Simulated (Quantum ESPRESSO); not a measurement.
# Beryllium (P6_3/mmc): from the cell to the phonon bands, part 2 of 4

How does Beryllium (P6_3/mmc) vibrate, and is this structure a minimum?

Quantum ESPRESSO 7.5; DFT PBE, scalar-relativistic, plane waves, PseudoDojo norm-conserving pseudopotentials.

So far. Step 2 (A first look): No gap opens on this mesh, so smearing is kept; the start stands at -2.1 GPa. Step 4 (Ground state): The cell stands at 0.016 GPa, close enough for phonons. The relaxed cell has a = 2.266, c = 3.580 Å (conventional setting).

## (5) Phonons on a q mesh

Linear response treats each wavevector in the unit cell, with no supercell; the 2×2×2 mesh fixes the range of the force constants to be had.

ph.in

```
phonons
&INPUTPH
  prefix       = 'x'
  outdir       = './tmp'
  fildyn       = 'x.dyn'
  tr2_ph       = 1.0d-18
  alpha_mix(1) = 0.4
  nmix_ph      = 8
  ldisp        = .true.
  nq1          = 2
  nq2          = 2
  nq3          = 2
/
```

On the command line:

```console
$ OMP_NUM_THREADS=1 mpirun -n 4 ph.x -nk 4 -in ph.in > ph.out
```

Numbers of over 12 decimals in the logs are rounded to 6 here.

The log of the run:

```text
[banners, grids, parts of the stress and lines that vanish by symmetry left out]
[banner, memory and clock lines left out]
Program PHONON v.7.5

     ./tmp/x.save/

     IMPORTANT: XC functional enforced from input :
     Exchange-correlation= PBE
                           (   1   4   3   4   0   0   0)
     Any further DFT definition will be discarded
     Please, verify this is what you really want

     G-vector sticks info

     Reading collected, re-writing distributed wavefunctions in ./tmp/

     Dynamical matrices for ( 2, 2, 2)  uniform grid of q-points
     (   4 q-points):
       N         xq(1)         xq(2)         xq(3)
       1   0.000000000   0.000000000   0.000000000
       2   0.000000000   0.000000000  -0.316421447
       3   0.000000000  -0.577350269   0.000000000
       4   0.000000000  -0.577350269  -0.316421447

     Number and degeneracy of irreps per q-point
       N         xq(1)         xq(2)         xq(3)   N irreps
       1   0.000000000   0.000000000   0.000000000       4
        1   2   1   2
       2   0.000000000   0.000000000  -0.316421447       2
        2   4
       3   0.000000000  -0.577350269   0.000000000       6
     No degeneracy
       4   0.000000000  -0.577350269  -0.316421447       3
        2   2   2

     Calculation of q =    0.0000000   0.0000000   0.0000000

     phonons

     bravais-lattice index     =            0
     lattice parameter (alat)  =       4.2818  a.u.
     unit-cell volume          =     107.4288 (a.u.)^3
     number of atoms/cell      =            2
     number of atomic types    =            1
     kinetic-energy cut-off    =      97.0000  Ry
     charge density cut-off    =     388.0000  Ry
     convergence threshold     =      1.0E-18
     beta                      =       0.4000
     number of iterations used =            8
     Exchange-correlation= PBE
                           (   1   4   3   4   0   0   0)

     celldm(1)=    4.28182  celldm(2)=    0.00000  celldm(3)=    0.00000
     celldm(4)=    0.00000  celldm(5)=    0.00000  celldm(6)=    0.00000

     crystal axes: (cart. coord. in units of alat)
               a(1) = (  1.0000  0.0000  0.0000 )
               a(2) = ( -0.5000  0.8660  0.0000 )
               a(3) = (  0.0000  0.0000  1.5802 )

     reciprocal axes: (cart. coord. in units 2 pi/alat)
               b(1) = (  1.0000  0.5774 -0.0000 )
               b(2) = (  0.0000  1.1547  0.0000 )
               b(3) = (  0.0000 -0.0000  0.6328 )

     Atoms inside the unit cell:

     Cartesian axes

     site n.  atom      mass           positions (alat units)
        1  Be      9.0122   tau(    1) = (   -0.00000    0.57735    0.39504  )
        2  Be      9.0122   tau(    2) = (    0.50000    0.28868    1.18513  )

     Computing dynamical matrix for
                    q = (   0.0000000   0.0000000   0.0000000 )

     25 Sym.Ops. (with q -> -q+G )

     G cutoff =  180.1894  (  13921 G-vectors)     FFT grid: ( 27, 27, 48)

     number of k points=   222  Marzari-Vanderbilt smearing, width (Ry)=  0.0200

     PseudoPot. # 1 for Be read from file:
     ./pseudo/Be.upf
     Pseudo is Norm-conserving, Zval =  4.0
     Using radial grid of 1358 points,  4 beta functions with:
                l(1) =   0
                l(2) =   0
                l(3) =   1
                l(4) =   1

     Mode symmetry, D_6h(6/mmm) point group:

     Atomic displacements:
     There are    4 irreducible representations

     Representation     1      1 modes -  To be done

     Representation     2      2 modes -  To be done

     Representation     3      1 modes -  To be done

     Representation     4      2 modes -  To be done

     Alpha used in Ewald sum =   2.8000

     Representation #   1 mode #   1

     Self-consistent Calculation
      iter #   1   av.it.:   6.8
      thresh= 1.000E-02 alpha_mix =  0.400 |ddv_scf|^2 =  6.231E-05
      iter #   2   av.it.:   7.8
      thresh= 7.894E-04 alpha_mix =  0.400 |ddv_scf|^2 =  1.603E-06
      iter #   3   av.it.:   8.2
      thresh= 1.266E-04 alpha_mix =  0.400 |ddv_scf|^2 =  1.601E-07
      iter #   4   av.it.:   8.6
      thresh= 4.001E-05 alpha_mix =  0.400 |ddv_scf|^2 =  2.826E-10
      iter #   5   av.it.:   7.8
      thresh= 1.681E-06 alpha_mix =  0.400 |ddv_scf|^2 =  6.429E-11
      iter #   6   av.it.:   8.6
      thresh= 8.018E-07 alpha_mix =  0.400 |ddv_scf|^2 =  3.212E-14
      iter #   7   av.it.:   7.7
      thresh= 1.792E-08 alpha_mix =  0.400 |ddv_scf|^2 =  2.878E-15
      iter #   8   av.it.:   7.8
      thresh= 5.365E-09 alpha_mix =  0.400 |ddv_scf|^2 =  1.877E-19

     End of self-consistent calculation

     Convergence has been achieved

     Representation #   2 modes #   2   3

     Self-consistent Calculation
      iter #   1   av.it.:   6.1
      thresh= 1.000E-02 alpha_mix =  0.400 |ddv_scf|^2 =  8.692E-07
      iter #   2   av.it.:   8.6
      thresh= 9.323E-05 alpha_mix =  0.400 |ddv_scf|^2 =  2.576E-07
      iter #   3   av.it.:   9.3
      thresh= 5.075E-05 alpha_mix =  0.400 |ddv_scf|^2 =  3.106E-09
      iter #   4   av.it.:   8.1
      thresh= 5.573E-06 alpha_mix =  0.400 |ddv_scf|^2 =  4.632E-12
      iter #   5   av.it.:   9.1
      thresh= 2.152E-07 alpha_mix =  0.400 |ddv_scf|^2 =  7.945E-13
      iter #   6   av.it.:   9.1
      thresh= 8.914E-08 alpha_mix =  0.400 |ddv_scf|^2 =  7.540E-16
[...]
End of self-consistent calculation

     Convergence has been achieved

     Representation #   3 mode #   4

     Self-consistent Calculation
[...]
End of self-consistent calculation

     Convergence has been achieved

     Representation #   4 modes #   5   6

     Self-consistent Calculation
[...]
End of self-consistent calculation

     Convergence has been achieved

     Number of q in the star =    1
     List of q in the star:
          1   0.000000000   0.000000000   0.000000000

     Diagonalizing the dynamical matrix

     q = (    0.000000000   0.000000000   0.000000000 )

 **************************************************************************
     freq (    1) =      -0.569936 [THz] =     -19.011003 [cm-1]
     freq (    2) =       0.950819 [THz] =      31.715915 [cm-1]
     freq (    3) =       0.950819 [THz] =      31.715915 [cm-1]
     freq (    4) =      13.858110 [THz] =     462.256804 [cm-1]
     freq (    5) =      13.858110 [THz] =     462.256804 [cm-1]
     freq (    6) =      20.676101 [THz] =     689.680487 [cm-1]
 **************************************************************************

     Mode symmetry, D_6h(6/mmm) point group:

     freq (   1-   1) =        -19.0  [cm-1]   --> A_2u            I
     freq (   2-   3) =         31.7  [cm-1]   --> E_1u            I
     freq (   4-   5) =        462.3  [cm-1]   --> E_2g            R
     freq (   6-   6) =        689.7  [cm-1]   --> B_1g

     Calculation of q =    0.0000000   0.0000000  -0.3164214
     [... set-up and bands at k+q left out ...]

     Atomic displacements:
     There are    2 irreducible representations

     Representation     1      2 modes -  To be done

     Representation     2      4 modes -  To be done

     Message from routine init_vloc:
     Interpolation table for Vloc re-allocated

     Alpha used in Ewald sum =   2.8000

     Representation #   1 modes #   1   2

     Self-consistent Calculation

[...]
End of self-consistent calculation

     Convergence has been achieved

     Representation #   2 modes #   3   4   5   6

     Self-consistent Calculation

[...]
End of self-consistent calculation

     Convergence has been achieved

     Number of q in the star =    1
     List of q in the star:
          1   0.000000000   0.000000000  -0.316421447

     Diagonalizing the dynamical matrix

     q = (    0.000000000   0.000000000  -0.316421447 )

 **************************************************************************
     freq (    1) =      10.731104 [THz] =     357.951085 [cm-1]
     freq (    2) =      10.731104 [THz] =     357.951085 [cm-1]
     freq (    3) =      10.731104 [THz] =     357.951085 [cm-1]
     freq (    4) =      10.731104 [THz] =     357.951085 [cm-1]
     freq (    5) =      14.970569 [THz] =     499.364440 [cm-1]
     freq (    6) =      14.970569 [THz] =     499.364440 [cm-1]
 **************************************************************************

     Calculation of q =    0.0000000  -0.5773503   0.0000000
     [... set-up and bands at k+q left out ...]

     Mode symmetry, D_2h (mmm)  point group:

     Atomic displacements:
     There are    6 irreducible representations

     Representation     1      1 modes -  To be done

     Representation     2      1 modes -  To be done

     Representation     3      1 modes -  To be done

     Representation     4      1 modes -  To be done

     Representation     5      1 modes -  To be done

     Representation     6      1 modes -  To be done

     Alpha used in Ewald sum =   2.8000

     Representation #   1 mode #   1

     Self-consistent Calculation

[...]
End of self-consistent calculation

     Convergence has been achieved

     Representation #   2 mode #   2

     Self-consistent Calculation

[...]
End of self-consistent calculation

     Convergence has been achieved

     Representation #   3 mode #   3

     Self-consistent Calculation

[...]
End of self-consistent calculation

     Convergence has been achieved

     Representation #   4 mode #   4

     Self-consistent Calculation

[...]
End of self-consistent calculation

     Convergence has been achieved

     Representation #   5 mode #   5

     Self-consistent Calculation

[...]
End of self-consistent calculation

     Convergence has been achieved

     Representation #   6 mode #   6

     Self-consistent Calculation

[...]
End of self-consistent calculation

     Convergence has been achieved

     Number of q in the star =    3
     List of q in the star:
          1   0.000000000  -0.577350269   0.000000000
          2   0.500000000   0.288675135   0.000000000
          3  -0.500000000   0.288675135   0.000000000

     Diagonalizing the dynamical matrix

     q = (    0.000000000  -0.577350269   0.000000000 )

 **************************************************************************
     freq (    1) =      12.259275 [THz] =     408.925407 [cm-1]
     freq (    2) =      12.435430 [THz] =     414.801303 [cm-1]
     freq (    3) =      17.087864 [THz] =     569.989781 [cm-1]
     freq (    4) =      17.210080 [THz] =     574.066490 [cm-1]
     freq (    5) =      18.033444 [THz] =     601.530958 [cm-1]
     freq (    6) =      18.412530 [THz] =     614.175894 [cm-1]
 **************************************************************************

     Mode symmetry, D_2h (mmm)  point group:

     freq (   1-   1) =        408.9  [cm-1]   --> B_1g
     freq (   2-   2) =        414.8  [cm-1]   --> B_2g
     freq (   3-   3) =        570.0  [cm-1]   --> B_1u
     freq (   4-   4) =        574.1  [cm-1]   --> B_2u
     freq (   5-   5) =        601.5  [cm-1]   --> B_3u
     freq (   6-   6) =        614.2  [cm-1]   --> A_g

     Calculation of q =    0.0000000  -0.5773503  -0.3164214
     [... set-up and bands at k+q left out ...]

     Atomic displacements:
     There are    3 irreducible representations

     Representation     1      2 modes -  To be done

     Representation     2      2 modes -  To be done

     Representation     3      2 modes -  To be done

     Alpha used in Ewald sum =   2.8000

     Representation #   1 modes #   1   2

     Self-consistent Calculation

[...]
End of self-consistent calculation

     Convergence has been achieved

     Representation #   2 modes #   3   4

     Self-consistent Calculation

[...]
End of self-consistent calculation

     Convergence has been achieved

     Representation #   3 modes #   5   6

     Self-consistent Calculation

[...]
iter #   2   av.it.:   8.9
      thresh= 1.026E-04 alpha_mix =  0.400 |ddv_scf|^2 =  2.889E-07

      iter #   3   av.it.:   9.7
      thresh= 5.375E-05 alpha_mix =  0.400 |ddv_scf|^2 =  4.744E-09

      iter #   4   av.it.:   8.7
      thresh= 6.888E-06 alpha_mix =  0.400 |ddv_scf|^2 =  7.193E-12

      iter #   5   av.it.:   9.0
      thresh= 2.682E-07 alpha_mix =  0.400 |ddv_scf|^2 =  1.826E-12

      iter #   6   av.it.:   9.3
      thresh= 1.351E-07 alpha_mix =  0.400 |ddv_scf|^2 =  1.302E-15

      iter #   7   av.it.:   7.3
      thresh= 3.608E-09 alpha_mix =  0.400 |ddv_scf|^2 =  1.846E-16

      iter #   8   av.it.:   7.8
      thresh= 1.359E-09 alpha_mix =  0.400 |ddv_scf|^2 =  2.903E-20

     End of self-consistent calculation

     Convergence has been achieved

     Number of q in the star =    3
     List of q in the star:
          1   0.000000000  -0.577350269  -0.316421447
          2   0.500000000   0.288675135   0.316421447
          3  -0.500000000   0.288675135   0.316421447

     Diagonalizing the dynamical matrix

     q = (    0.000000000  -0.577350269  -0.316421447 )

 **************************************************************************
     freq (    1) =      14.783246 [THz] =     493.115999 [cm-1]
     freq (    2) =      14.783246 [THz] =     493.115999 [cm-1]
     freq (    3) =      15.475850 [THz] =     516.218778 [cm-1]
     freq (    4) =      15.475850 [THz] =     516.218778 [cm-1]
     freq (    5) =      19.501111 [THz] =     650.487048 [cm-1]
     freq (    6) =      19.501111 [THz] =     650.487048 [cm-1]
 **************************************************************************


[key lines of the parts left out:]
the Fermi energy is     8.8900 ev
```

Elapsed: 11 min, on 4 MPI ranks of Arm Neoverse V2, shared host.

This step gave:

```
largest acoustic frequency at the zone centre before the sum rule  : 31.72 cm⁻¹
highest optical zone-centre mode (no LO-TO term)                   : 689.7 cm⁻¹
lowest optical zone-centre mode                                    : 462.3 cm⁻¹
lowest mode on the q mesh (acoustic ones at the zone centre apart) : 357.9 cm⁻¹
```

Frequencies (cm⁻¹) at each irreducible wavevector; negative means imaginary. Frequencies by wavevector:

```tsv
q (fractions)	star	mode 1	mode 2	mode 3	mode 4	mode 5	mode 6
0 0 0	1	-19.01	31.72	31.72	462.3	462.3	689.7
0 0 -0.5	1	357.9	357.9	357.9	357.9	499.4	499.4
0 -0.5 0	3	408.9	414.8	570	574.1	601.5	614.2
0 -0.5 -0.5	3	493.1	493.1	516.2	516.2	650.5	650.5
```

The acoustic modes at Γ come out as far as 31.7 cm⁻¹ from zero, where they should vanish, a sizeable error of basis and grid.

## (6) Force constants in real space

The dynamical matrices of the mesh are Fourier-transformed to force constants in real space.

q2r.in

```
&INPUT
  fildyn = 'x.dyn'
  zasr   = 'crystal'
  flfrc  = 'x.fc'
/
```

On the command line:

```console
$ q2r.x < q2r.in > q2r.out
```

The log of the run:

```text
[banners, grids, parts of the stress and lines that vanish by symmetry left out]
[banner, memory and clock lines left out]
Program Q2R v.7.5

  reading grid info from file x.dyn0

  reading force constants from file x.dyn1
  Dielectric Tensor not found
  nqs=            1
 q=   0.00000000  0.00000000  0.00000000
  reading force constants from file x.dyn2
  nqs=            1
 q=   0.00000000  0.00000000 -0.31642145
  reading force constants from file x.dyn3
  nqs=            3
[...]
reading force constants from file x.dyn4
  nqs=            3
[...]
q=   0.50000000  0.28867514  0.31642145
 q=  -0.50000000  0.28867514  0.31642145

      q-space grid ok, #points =    8

      fft-check success (sum of imaginary terms < 10^-12)
```

Wall time 0.46 s (1 thread).

## (7) Interpolated phonon bands

From the force constants any wavevector is cheap; points of the mesh come back as solved, but for the sum rule and, in polar crystals, the LO-TO term at Γ; the rest is interpolation.

matdyn.in

```
&INPUT
  asr              = 'crystal'
  flfrc            = 'x.fc'
  flfrq            = 'x.freq'
  flvec            = 'x.modes'
  q_in_band_form   = .true.
  q_in_cryst_coord = .true.
/
12
  0.0000000   0.0000000   0.0000000  12  ! GAMMA
  0.5000000  -0.0000000   0.0000000  12  ! M
  0.3333333   0.3333333   0.0000000  12  ! K
  0.0000000   0.0000000   0.0000000  12  ! GAMMA
  0.0000000   0.0000000   0.5000000  12  ! A
  0.5000000  -0.0000000   0.5000000  12  ! L
  0.3333333   0.3333333   0.5000000  12  ! H
  0.0000000   0.0000000   0.5000000   1  ! A
  0.5000000  -0.0000000   0.5000000  12  ! L
  0.5000000  -0.0000000   0.0000000   1  ! M
  0.3333333   0.3333333   0.5000000  12  ! H
  0.3333333   0.3333333   0.0000000   1  ! K
```

On the command line:

```console
$ matdyn.x -in matdyn.in > matdyn.out
```

The log of the run:

```text
[banner, memory and clock lines left out]
Program MATDYN v.7.5

 mass for atomic type   1 not given; uses mass from file x.fc
 Norm of the difference between old and new effective charges:    0.000000

 Norm of the difference between old and new force-constants:   0.000353964

     Message from routine matdyn:
     Z* not found in file x.fc, TO-LO splitting at q=0 will be absent!
     Message from routine matdyn:
     Z* not found in file x.fc, TO-LO splitting at q=0 will be absent!

Note: The following floating-point exceptions are signalling: IEEE_UNDERFLOW_FLAG
```

Wall time 0.46 s (1 thread).

Numbers from this step:

```yaml
lowest_frequency_on_the_path: 0 cm⁻¹
```

Matdyn.x, sum rule crystal. The phonon branches at the labelled points (cm⁻¹):

```tsv
point	branch 1	branch 2	branch 3	branch 4	branch 5	branch 6
Γ	0	0	0	462	462	690
halfway	259	288	402	522	561	647
M	409	415	570	574	602	614
halfway	439	456	552	581	592	622
K	500	500	517	578	578	633
halfway	296	339	437	545	574	634
Γ	0	0	0	462	462	690
halfway	205	205	275	439	439	642
A	358	358	358	358	499	499
halfway	431	431	457	457	570	570
L	493	493	516	516	650	650
halfway	495	495	543	543	646	646
H	500	500	570	570	642	642
halfway	447	447	479	479	586	586
A	358	358	358	358	499	499
jump to L	493	493	516	516	650	650
halfway	434	462	548	551	617	642
M	409	415	570	574	602	614
jump to H	500	500	570	570	642	642
halfway	501	501	531	609	609	614
K	500	500	517	578	578	633
```

The phonon branches as a text plot (rows in cm⁻¹):

```
    675 |***               *****
    647 |   **       *    *     *        *********       **  *  *
    618 |     ******* ** *       *      *         *       *** **
    589 |    *************             *           *        ** **
    560 |     ******  ** **           *      ****   *     ****
    532 |   **      * **  **      * **     **    **  *   *    ***
    503 |  ** *     *** *  **      *    *********     ****   ****
    474 |**        ** *  *  ***   *    ***       ***     **
    445 |    *    **   *       **     **           **     *
    417 |       ***    **        *   **             **     **
    388 |      *        ***       * **                *
    359 |   * *                  * *                  ***
    330 |    **          * *      *
    302 |    *            *
    273 |  *                     *
    244 |   *             ***   *
    216 |  **              *
    187 |  *                *   *
    158 | *                 *
    129 |                      *
    101 | *                    *
     72 |*                   *
     43 |*                   *
     14 |                     *
         Γ      M    K        Γ   A       L    H       A|L M|H  K
```

Lowest modes at the softest wavevector of the mesh; phase exp(i q.(R + tau)). Modes at q = (0.000, 0.000, 0.500):

```tsv
mode	frequency (cm⁻¹)
1	358.0
2	358.0
3	358.0
4	358.0
5	499.4
6	499.4
```

Displacements in mode 3 (358.0 cm⁻¹), the largest set to 1, in the home cell:
```
Be1 0.00 1.00 0.00
Be2 0.00 0.00 0.00
```

Displacements in mode 5 (499.4 cm⁻¹), the largest set to 1, in the home cell (x, y, z of the real part, then of the imaginary part):
```
Be1  0.00  0.00  0.75  0.00  0.00  0.13
Be2  0.00  0.00 -1.00  0.00  0.00  0.09
```

Force constants by pair (phonopy on the run's constants); pairs near half the supercell's span include their periodic images. Pair force constants, by row:

```tsv
atom	neighbour	distance (Å)	third of the trace (eV/Å²)	along the pair's line (eV/Å²)
Be1	itself	0	8.775	–
Be1	Be	2.217	-0.8305	-1.785
Be1	Be	2.266	-1.163	-2.56
Be1	Be	3.17	-0.0025	-0.0018
Be1	Be	3.58	-0.3498	-1.02
Be1	Be	4.237	0.017	0.1634
Be2	itself	0	8.775	–
Be2	Be	2.217	-0.8305	-1.785
Be2	Be	2.266	-1.163	-2.56
Be2	Be	3.17	-0.0025	-0.0018
Be2	Be	3.58	-0.3498	-1.02
Be2	Be	4.237	0.017	0.1634
```

Mode patterns, pair constants, displacements and means over the zone were worked out by phonopy from the force constants of q2r.x.

All branches are real along the path.

[end of part 2 of 4]

[Host names and launcher messages were left out of these logs when they were recorded.]

[Logs are printed without paths, hosts, clocks, repeated set-up lines and the standing remarks that a program may print on its own settings, such as how far it seeks lower states.]

[Hosts, paths, dates, database ids (printed as entryN), source tags and the programs' standing remarks are cut or masked in the printed files.]
